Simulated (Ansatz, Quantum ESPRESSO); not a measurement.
# W (Tungsten): electron-phonon coupling, part 4 of 4

How strong is the electron-phonon coupling in W (Tungsten)?

Quantum ESPRESSO 7.5; DFT PBE, scalar-relativistic, plane waves, PseudoDojo norm-conserving pseudopotentials.

So far, electron-phonon coupling constant: step 10 (sums over the zone) 0.313. Also logarithmic mean frequency weighted by the coupling (K): step 10 220.

### 11. Cross-check with Ansatz

A second program on the same cell, potentials, cutoff and meshes tests the implementation of the phonon response, not its convergence. Its couplings are summed in its own way. Its k mesh is centred on Γ.

This step: DFT PBE, scalar-relativistic, plane waves, PseudoDojo norm-conserving pseudopotentials (Ansatz 0.2.0).

input.yaml reads:

```yaml
crystal:
  lattice:
    - [-1.591191145, 1.591191145, 1.591191145]
    - [1.591191145, -1.591191145, 1.591191145]
    - [1.591191145, 1.591191145, -1.591191145]
  atoms:
    - { symbol: W, position: [0.0, 0.0, 0.0] }
kpoints:
  mp_grid: { grid: [16, 16, 16] }
hamiltonian:
  xc: pbe
  pseudopotentials: { kind: nc, accuracy: standard }
scf:
  occupations: { method: cold, width: 0.27211 }
output:
  eigenvalues: true
basis:
  ecutwfc: 843.553
phonons:
  method: dfpt
  qmesh: [4, 4, 4]
  temperatures: { t_max: 1000, t_step: 50 }
  qpath:
    path:
      - [[0.0, 0.0, 0.0], [0.5, -0.5, 0.5], [0.0, 0.0, 0.5], [0.0, 0.0, 0.0], [0.25, 0.25, 0.25], [0.5, -0.5, 0.5]]
      - [[0.25, 0.25, 0.25], [0.0, 0.0, 0.5]]
    npoints: 12
  electrical_resistivity: { temperatures: [77, 300], mesh: [32, 32, 32] }
```

The run is started by

```console
> ansatz run input.yaml --threads 8 --pin off --max-ram 16384MiB --backend cpu --events-out ev --progress --plain --runs-dir out
```

Numbers of over 12 decimals in the logs are rounded to 6 here.

What it wrote:

```text
Warning: basis.ecutwfc = 843.553 eV is below the records' recommended 1006.821291 eV, and the density's cutoff is lower with it unless basis.ecutrho_ratio is high enough to keep the records' density cutoff: compare with a run at a higher cutoff
Engine: ansatz 0.2.0, x86_64-unknown-linux-gnu
Pseudopotentials: kind: nc
Pseudopotential: W, nc, valence charge 14, recommended cutoff 1006.821291 eV (normal), W.nc.azcp (PseudoDojo's, or run here from an input of PseudoDojo's; its table is named by hamiltonian.pseudopotentials.accuracy)
Functional definition: PBE
  parameter kappa = 0.804
  parameter beta = 0.066725
  exchange = pbe_x(kappa = kappa, mu = beta*pi^2/3)
  correlation = pbe_c(beta = beta)
Crystal: 1 atoms, lattice volume = 16.115 Å³
Basis set: ecut = 843.553 eV, 935 PW (Γ), exchange–correlation on 54×54×54 points (8 copies of the dense FFT grid, shifted against one another)
Bands: 11, of which v1, the nominal top of the filled ones, is band 7 counted from 1 (6 counted from 0)
Symmetry: 48 space group operations
k-points: 145 of 4096
Non-local potential: W, projectors of the file, l = 0: 2, l = 1: 2, l = 2: 2, l = 3: 2
Initial density: superposition of atomic densities (chi_scale 0.1, normalization cell)
Initial wavefunctions: pseudopotential atomic-orbital guess
Functional: x = pbe(κ = 0.804, μ = 0.219515), c = pbe(β = 0.066725)
SCF iter   1: F=—  HF=-2064.248592 eV  |F-HF|=—  |Δ(HF+E_count)|=         —  Δρ=6.38e-2  dr2=5.39e-1  ethr=3.10e-3  ⟨swp⟩=6.0  Hψ=11391  notcnv=0
preconditioner: auto → none  [metal: Δε(μ)=0.123 eV  Ē_g=9.094 eV  σ=0.272 eV  W_gap=0.33  n_scr=0 (ndim 8)  ℏωp=22.7 eV  f_vac=0.000  D(μ)=0.33/eV (n_scr^D=0)]
SCF iter   2: F=—  HF=-2064.070258 eV  |F-HF|=—  |Δ(HF+E_count)|=   1.78e-1  S|Δr|=    0.00e0  Δρ=2.41e-2  dr2=3.71e-2  ethr=3.10e-3  ⟨swp⟩=2.8  Hψ=3992  notcnv=0  defer=7
SCF iter   3: F=—  HF=-2064.067723 eV  |F-HF|=—  |Δ(HF+E_count)|=   2.54e-3  S|Δr|=    0.00e0  Δρ=7.29e-3  dr2=2.54e-3  ethr=2.65e-4  ⟨swp⟩=1.9  Hψ=1974  notcnv=0  defer=7
SCF iter   4: F=—  HF=-2064.068063 eV  |F-HF|=—  |Δ(HF+E_count)|=   3.41e-4  S|Δr|=    0.00e0  Δρ=2.82e-4  dr2=2.48e-6  ethr=1.81e-5  ⟨swp⟩=1.0  Hψ=1594  notcnv=0  defer=7
SCF iter   5: F=—  HF=-2064.068080 eV  |F-HF|=—  |Δ(HF+E_count)|=   1.70e-5  S|Δr|=    0.00e0  Δρ=1.25e-4  dr2=2.73e-7  ethr=1.77e-8  ⟨swp⟩=3.3  Hψ=3454  notcnv=0  defer=7
SCF iter   6: F=—  HF=-2064.068081 eV  |F-HF|=—  |Δ(HF+E_count)|=   2.35e-7  S|Δr|=    0.00e0  Δρ=2.39e-5  dr2=1.92e-8  ethr=1.95e-9  ⟨swp⟩=2.6  Hψ=2554  notcnv=0  defer=7
SCF iter   7: F=—  HF=-2064.068081 eV  |F-HF|=—  |Δ(HF+E_count)|=   7.17e-9  S|Δr|=    0.00e0  Δρ=6.02e-6  dr2=9.27e-10  ethr=1.37e-10  ⟨swp⟩=2.7  Hψ=2655  notcnv=0  defer=7
SCF iter   8: F=-2064.068081 eV  HF=-2064.068081 eV  |F-HF|=5.00e-12  |Δ(HF+E_count)|=  3.37e-10  S|Δr|=    0.00e0  Δρ=6.37e-7  dr2=9.88e-12  ethr=1.00e-12  ⟨swp⟩=6.1  Hψ=10375  notcnv=0
SCF 1 converged in 8 iterations: F = -2064.068081 eV  dr2 = 9.88e-12
NSCF: frozen V_eff on 145 k-points
WARN: eigensolver did not converge in 32 slots of this pass, the one above among them; of largest residual over every band (k=38): 1 band(s) unlocked (lowest unlocked band 10, counted from 0; max residual 3.85e-3 eV among the unlocked bands, 3.85e-3 eV over every band); of lowest unlocked band (k=1): band 10
NSCF: frozen V_eff on 349 k-points
DFPT response loops at q = (0, 0, 0) (fractional): preconditioner auto → Kerker (q_TF=auto, 2.665 Å⁻¹) (partly filled bands, converged f_vac=0.000); β = 1.00, the filter's whole step (`scf.mixing.beta` (0.50) is not read by the response loops under this deck's `scf.mixing.preconditioner`; to damp them name `kerker` or `kerker_dos`, under which they read `scf.mixing.beta`, and type it under 1.00, their step now; both keys bind the ground state too); Broyden in place of MSR1
NSCF: frozen V_eff on 4352 k-points
DFPT response loops at q = (0, 0, 0.25) (fractional): mixed as the last ones told, above
NSCF: frozen V_eff on 2196 k-points
DFPT response loops at q = (0, 0, -0.5) (fractional): mixed as the last ones told, above
NSCF: frozen V_eff on 8192 k-points
DFPT response loops at q = (0, 0.25, 0.25) (fractional): mixed as the last ones told, above
NSCF: frozen V_eff on 1178 k-points
DFPT response loops at q = (0.25, 0.25, 0.25) (fractional): mixed as the last ones told, above
NSCF: frozen V_eff on 2320 k-points
DFPT response loops at q = (0.25, 0.25, -0.25) (fractional): mixed as the last ones told, above
NSCF: frozen V_eff on 4352 k-points
DFPT response loops at q = (0.25, -0.5, -0.5) (fractional): mixed as the last ones told, above
NSCF: frozen V_eff on 698 k-points
DFPT response loops at q = (-0.5, -0.5, -0.5) (fractional): mixed as the last ones told, above
SCF iter   1: F=—  HF=-2064.248592 eV  |F-HF|=—  |Δ(HF+E_count)|=         —  Δρ=6.38e-2  dr2=5.39e-1  ethr=3.10e-3  ⟨swp⟩=6.0  Hψ=11391  notcnv=0
SCF iter   2: F=—  HF=-2064.070258 eV  |F-HF|=—  |Δ(HF+E_count)|=   1.78e-1  S|Δr|=    0.00e0  Δρ=2.41e-2  dr2=3.71e-2  ethr=3.10e-3  ⟨swp⟩=2.8  Hψ=3992  notcnv=0  defer=7
SCF iter   3: F=—  HF=-2064.067723 eV  |F-HF|=—  |Δ(HF+E_count)|=   2.54e-3  S|Δr|=    0.00e0  Δρ=7.29e-3  dr2=2.54e-3  ethr=2.65e-4  ⟨swp⟩=1.9  Hψ=1974  notcnv=0  defer=7
SCF iter   4: F=—  HF=-2064.068063 eV  |F-HF|=—  |Δ(HF+E_count)|=   3.41e-4  S|Δr|=    0.00e0  Δρ=2.82e-4  dr2=2.48e-6  ethr=1.81e-5  ⟨swp⟩=1.0  Hψ=1594  notcnv=0  defer=7
SCF iter   5: F=—  HF=-2064.068080 eV  |F-HF|=—  |Δ(HF+E_count)|=   1.70e-5  S|Δr|=    0.00e0  Δρ=1.25e-4  dr2=2.73e-7  ethr=1.77e-8  ⟨swp⟩=3.3  Hψ=3454  notcnv=0  defer=7
SCF iter   6: F=—  HF=-2064.068081 eV  |F-HF|=—  |Δ(HF+E_count)|=   2.35e-7  S|Δr|=    0.00e0  Δρ=2.39e-5  dr2=1.92e-8  ethr=1.95e-9  ⟨swp⟩=2.6  Hψ=2554  notcnv=0  defer=7
SCF iter   7: F=—  HF=-2064.068081 eV  |F-HF|=—  |Δ(HF+E_count)|=   7.17e-9  S|Δr|=    0.00e0  Δρ=6.02e-6  dr2=9.27e-10  ethr=1.37e-10  ⟨swp⟩=2.7  Hψ=2655  notcnv=0  defer=7
SCF iter   8: F=-2064.068081 eV  HF=-2064.068081 eV  |F-HF|=5.46e-12  |Δ(HF+E_count)|=  3.37e-10  S|Δr|=    0.00e0  Δρ=6.40e-7  dr2=9.98e-12  ethr=1.00e-12  ⟨swp⟩=2.0  Hψ=5455  notcnv=0
SCF 2 converged in 8 iterations: F = -2064.068081 eV  dr2 = 9.98e-12
NSCF: frozen V_eff on 145 k-points
NSCF: frozen V_eff on 897 k-points
[...]
SCF converged after 8 iterations
Stability not checked: this state was not tested for a lower state beside it, because cold or Methfessel-Paxton smearing, or corrected tetrahedra, fill the levels in a way that the test cannot read (fill_not_monotonic; see scf.lower_state_search)
Free energy (F): -2064.068081 eV
Harris-Foulkes:  -2064.068081 eV  (|F-HF|=5.00e-12)
Internal energy: -2064.065959 eV  (E = F + TS)
E sigma→0 (E₀):  -2064.067374 eV
Entropy (-TS):   -0.002121 eV (-2.121 meV/atom)
Fermi energy:    22.149849 eV
--- Per-component energies (eV) ---
  E_band       = -88.545428
  E_kinetic    = 551.882820
  E_local      = -1115.189789  (includes V_loc(G=0)·N_el)
  E_nonlocal   = 342.698571
  E_hartree    = 221.176673
  E_xc         = -450.887256
  E_vxc        = -310.290431  (∫ρ·V_xc dr)
  E_ewald      = -1613.746979
  E_smearing   = -0.002121  (= −TS)
  E_closure    = -0.000000  (closes the sum)
  Σ components = -2064.068081   (vs F -2064.068081, Δ=0.00e0)
--- Band table (eV; the first three rows and the last of 145) ---
  k-point 0: bands = [... 3 lower, -15.6675, 12.5779, 20.9210, 20.9210, 20.9210, 24.3442, 24.3442, 36.5863]
  k-point 1: bands = [... 3 lower, -15.6677, 12.7635, 20.8091, 20.8960, 21.1003, 24.1670, 24.3464, 36.7418]
  k-point 2: bands = [... 3 lower, -15.6683, 13.2946, 20.5061, 20.7807, 21.6308, 23.8204, 24.3634, 37.1054]
  k-point 144: bands = [... 3 lower, -16.5226, 16.4279, 16.4279, 27.1712, 27.1712, 27.1712, 30.2293, 30.2293]
--- Phonons (Γ-DFPT): 1 representative perturbation + reference (Σ response iterations 4) ---
  ASR residual: 6.199e-4 → 0.000e0 eV/Å²; symmetrization residual: 3.253e-19 eV/Å²
  ASR residual per site (eV/Å²): 6.20e-4
  Γ frequencies (cm⁻¹): 0.00 0.00 0.00
--- Phonons (arbitrary-q DFPT): 8 irreducible q on the 4×4×4 mesh ---
  q = [0.0000, 0.0000, 0.0000] (star 1, of the zone-centre solve; hermiticity 1.02e-26, symmetrization 8.75e-16): -0.00 -0.00 -0.00
  q = [0.0000, 0.0000, 0.2500] (star 12, 2 solved perturbations in 3336 linear systems a pass and spin channel, the states on 2176 of 4096 k-point pairs; hermiticity 3.46e-14, symmetrization 1.24e-13, the responses' own estimated error 1.9e-7 eV/Å²): 98.46 98.78 160.44
  q = [0.0000, 0.0000, -0.5000] (star 6, 2 solved perturbations in 1719 linear systems a pass and spin channel, the states on 1098 of 4096 k-point pairs; hermiticity 1.60e-14, symmetrization 6.61e-14, the responses' own estimated error 1.8e-7 eV/Å²): 129.39 146.14 218.66
  q = [0.0000, 0.2500, 0.2500] (star 24, 2 solved perturbations in 6272 linear systems a pass and spin channel, the states on 4096 of 4096 k-point pairs; hermiticity 8.09e-11, symmetrization 4.33e-14, the responses' own estimated error 1.7e-7 eV/Å²): 147.03 164.82 194.76
  q = [0.2500, 0.2500, 0.2500] (star 2, 1 solved perturbation on 589 of 4096 k-point pairs; hermiticity 1.00e-13, symmetrization 1.90e-13, the responses' own estimated error 1.6e-7 eV/Å²): 176.87 176.87 176.87
  q = [0.2500, 0.2500, -0.2500] (star 6, 2 solved perturbations in 1808 linear systems a pass and spin channel, the states on 1160 of 4096 k-point pairs; hermiticity 5.43e-14, symmetrization 6.83e-14, the responses' own estimated error 1.9e-7 eV/Å²): 131.48 131.48 195.49
  q = [0.2500, -0.5000, -0.5000] (star 12, 2 solved perturbations in 3336 linear systems a pass and spin channel, the states on 2176 of 4096 k-point pairs; hermiticity 8.05e-14, symmetrization 7.43e-14, the responses' own estimated error 1.7e-7 eV/Å²): 152.34 178.73 201.57
  q = [-0.5000, -0.5000, -0.5000] (star 1, 1 solved perturbation on 349 of 4096 k-point pairs; hermiticity 5.74e-14, symmetrization 1.68e-13, the responses' own estimated error 1.6e-7 eV/Å²): 177.28 177.28 177.28
  sum rule: each row above includes the acoustic sum rule's correction from the zone centre's row sums; it moved no ω² by more than (0.96 cm⁻¹)²
  mesh force constants: q→R imaginary residual 0.00e0; ASR residual 6.199e-4 → 0.000e0 eV/Å²; symmetrization residual 3.553e-15 eV/Å²
  interpolated dispersion: 74 rows × 3 modes
  density of states and harmonic sums: on the 28×28×28 q-mesh, interpolated from the force constants of a 4×4×4 supercell (no non-analytic term)
  largest difference from the sums on the solved wave vectors: F 1.12e-2 eV, S 1.52e-5 and C_V 4.03e-6 eV/K
  zero-point energy: 0.029319 eV/cell   skipped modes (ω ≤ 0): 3   left out of the sums: 4.56e-5 of the cell's modes: C_V's classical limit lies that fraction below 3 k_B per atom; for a crystal, a wire or a layer, F and S can be off by more, and a phonons.interpolated_qmesh denser along its periods is the remedy for the sampling
--- Electrical resistivity: potentials and phonons of a 4×4×4 supercell ---
  scattering by harmonic phonons alone, with no dipole-dipole term; scattering by other electrons, impurities, surfaces and spin disorder is left out, and so is spin–orbit coupling
  the resistivity is that of a variational response, whose dependence on the energy is improved iteratively
  at the Fermi level of each mesh (of a tensor a third of its trace):
           mesh   spin    states/(eV spin)  plasma energy (eV)         λ      λ_tr    ħω_log (meV)
       32×32×32                     0.2175              7.5041    0.2879    0.2852          18.732
       16×16×16                     0.2129              7.3558    0.2824    0.2809          18.793
          8×8×8                     0.2311              7.3617    0.3211    0.3167          18.939
  resistivity on the deck's mesh, µΩ·cm:
     T (K)       trace/3  mesh converged            xx            yy            zz    lowest order   relaxation time
     77.00     6.6621e-1             yes     6.6621e-1     6.6621e-1     6.6621e-1       8.1422e-1         7.1222e-1
    300.00      5.5044e0              no      5.5044e0      5.5044e0      5.5044e0        5.8577e0          5.7542e0
  mean free path at 77 K (of a tensor a third of its trace): 151 nm by what each carries, 126 by the Fermi surface alone
  Hall coefficient in a weak field at 77 K (a third of the trace): 1.379e-10 m³/C (as a tensor it moves by 1.2 % between the two finest meshes); by each state's relaxation time: 1.507e-10 m³/C; by a constant relaxation time: 4.118e-11 m³/C
  mean free path at 300 K (of a tensor a third of its trace): 16.9 nm by what each carries, 15.2 by the Fermi surface alone
  Hall coefficient in a weak field at 300 K (a third of the trace): 1.516e-10 m³/C (as a tensor it moves by 1.1 % between the two finest meshes); by each state's relaxation time: 1.544e-10 m³/C; by a constant relaxation time: 3.810e-11 m³/C
  the resistivity times a path that all electrons share, by the Fermi surface of the deck's mesh alone (a third of the trace): 8.361e-16 Ω·m²
  not converged in the mesh (λ; λ_tr; the resistivity at 300 K by 3.29 %): between neighbouring meshes, the two finest first, λ moves by 1.92 % and 13.71 %, λ_tr by 1.51 % and 12.74 % and the resistivity by up to 3.29 % and 13.54 %; an estimate, no bound, puts it up to 2.4e-7 % above the Boltzmann equation's exact value after up to 5 iterations (at most 30 are made, fewer where the estimate is under 1.0e-6 % of each spin channel's own resistivity)
  vibrations of 64 cells: unjudged by the run; compare a larger repeat
  the changes of the potential over all sites missed a rigid shift's by 0.00 % (the site terms' by 0.00 %)
  at the force constants' own smearing the fine mesh and the k-points of their solves give squared frequencies that differ by 5.1 % of the larger at the most, at (0.25, -0.5, -0.5)
```

The job ended after 2.8 min (8 threads of Intel Xeon at 2.70GHz, shared host; peak memory 4.2 GiB).

This step gave:

- sum-rule residual before enforcement: 6.20e-4 eV/Å²
- electron-phonon coupling constant: 0.2879
- logarithmic mean frequency weighted by the coupling: 217.4 K
- vibrational entropy at 300 K: 33.30 J/(mol atoms K)

Table of alpha^2 F by phonon energy; read off at these points:

```
phonon energy (meV)  alpha^2 F
               1.00          0
               1.50     1.0e-4
               2.00     4.0e-4
               2.50     6.0e-4
               3.00     9.0e-4
               3.50     0.0012
               4.00    0.00154
               4.50    0.00192
               5.00    0.00239
               5.50    0.00287
               6.00    0.00334
               6.50    0.00381
               7.00    0.00429
               7.50    0.00476
               8.00    0.00534
               8.50    0.00602
               9.00    0.00678
               9.50    0.00778
              10.00     0.0089
              10.50     0.0102
              11.00     0.0119
              11.50     0.0142
              12.00     0.0173
              12.50     0.0215
              13.00     0.0263
              13.50     0.0326
              14.00     0.0407
              14.50     0.0517
              15.00     0.0649
              15.50     0.0801
              16.00      0.136
              16.50      0.194
              17.00      0.267
              17.50      0.286
              18.00      0.312
              18.50      0.338
              19.00      0.330
              19.50      0.324
              19.77      0.364
              20.00      0.356
              20.50      0.316
              21.00      0.234
              21.50      0.198
              22.00      0.223
              22.50      0.123
              23.00      0.122
              23.50      0.151
              24.00      0.244
              24.50      0.233
              25.00      0.252
              25.50      0.373
              26.00     0.0813
              26.50     0.0400
```

### 12. Side by side: QE PseudoDojo and Ansatz, PseudoDojo

Worked out from the results:

```yaml
root_mean_square_difference: 0.01 cm⁻¹
largest_difference: 0.01 cm⁻¹
root_mean_square_difference_on_the_path: 0 cm⁻¹
largest_difference_on_the_path: 0.1 cm⁻¹
```

The two runs side by side. Further quantities:

```
 quantity  QE PseudoDojo  Ansatz, PseudoDojo
        λ          0.313               0.288
ω_log (K)          220.1               217.4
```

The interpolated bands of the two lie on top of each other.

At the solved wavevectors the largest difference (acoustic modes at Γ apart) is 0.005 % of the highest mode; λ differs by 8.7 %.

### 13. Summary of results

```
space group after relaxation                                       : Im-3m
volume per atom                                                    : 16.1 Å³
q mesh                                                             : 4×4×4
lowest mode on the q mesh (acoustic ones at the zone centre apart) : 98.5 cm⁻¹
zero-point energy per atom                                         : 29.3 meV
heat capacity at 300 K                                             : 23.7 J/(mol atoms K)
vibrational entropy at 300 K                                       : 33.3 J/(mol atoms K)
coupling constant for broadenings of 0.01 to 0.04 Ry               : 0.31 to 0.34
logarithmic mean frequency over the same range                     : 218 to 220 K
imaginary modes on the q mesh                                      : none
largest difference from Ansatz, PseudoDojo                         : 0.01 cm⁻¹
```

**Reading.** λ is about 0.32 and holds within 15 % over the middle broadenings, a weak coupling. λ is 0.31 by Gaussian broadening on the dense mesh and 0.29 by Ansatz's sums without a broadening; neither is converged in the meshes. W (Tungsten) is dynamically stable on the 4×4×4 mesh; its spectrum reaches 219 cm⁻¹. QE PseudoDojo and Ansatz, PseudoDojo agree to 0.01 cm⁻¹ (0.005 % of the highest mode compared) on all solved modes but the acoustic ones at Γ. These are harmonic frequencies at zero temperature: anharmonic shifts and linewidths and thermal expansion are left out. Spin-orbit coupling is left out, which can matter for the heavy elements here. In a metal the frequencies hang on the k mesh and the smearing, most of all near Kohn anomalies. The relaxation ran at 62 Ry, under the 74 Ry recommended for these files; the stress of so short a basis can leave the cell about one per cent too small. Ansatz warns that the cutoff lies 16 % under the one recommended for these files; agreement at one cutoff is not convergence.

[Host names and launcher messages were left out of these logs when they were recorded.]

[Logs are printed without paths, hosts, clocks, repeated set-up lines and the standing remarks that a program may print on its own settings, such as how far it seeks lower states.]

[Hosts, paths, dates, database ids (printed as entryN), source tags and the programs' standing remarks are cut or masked in the printed files.]
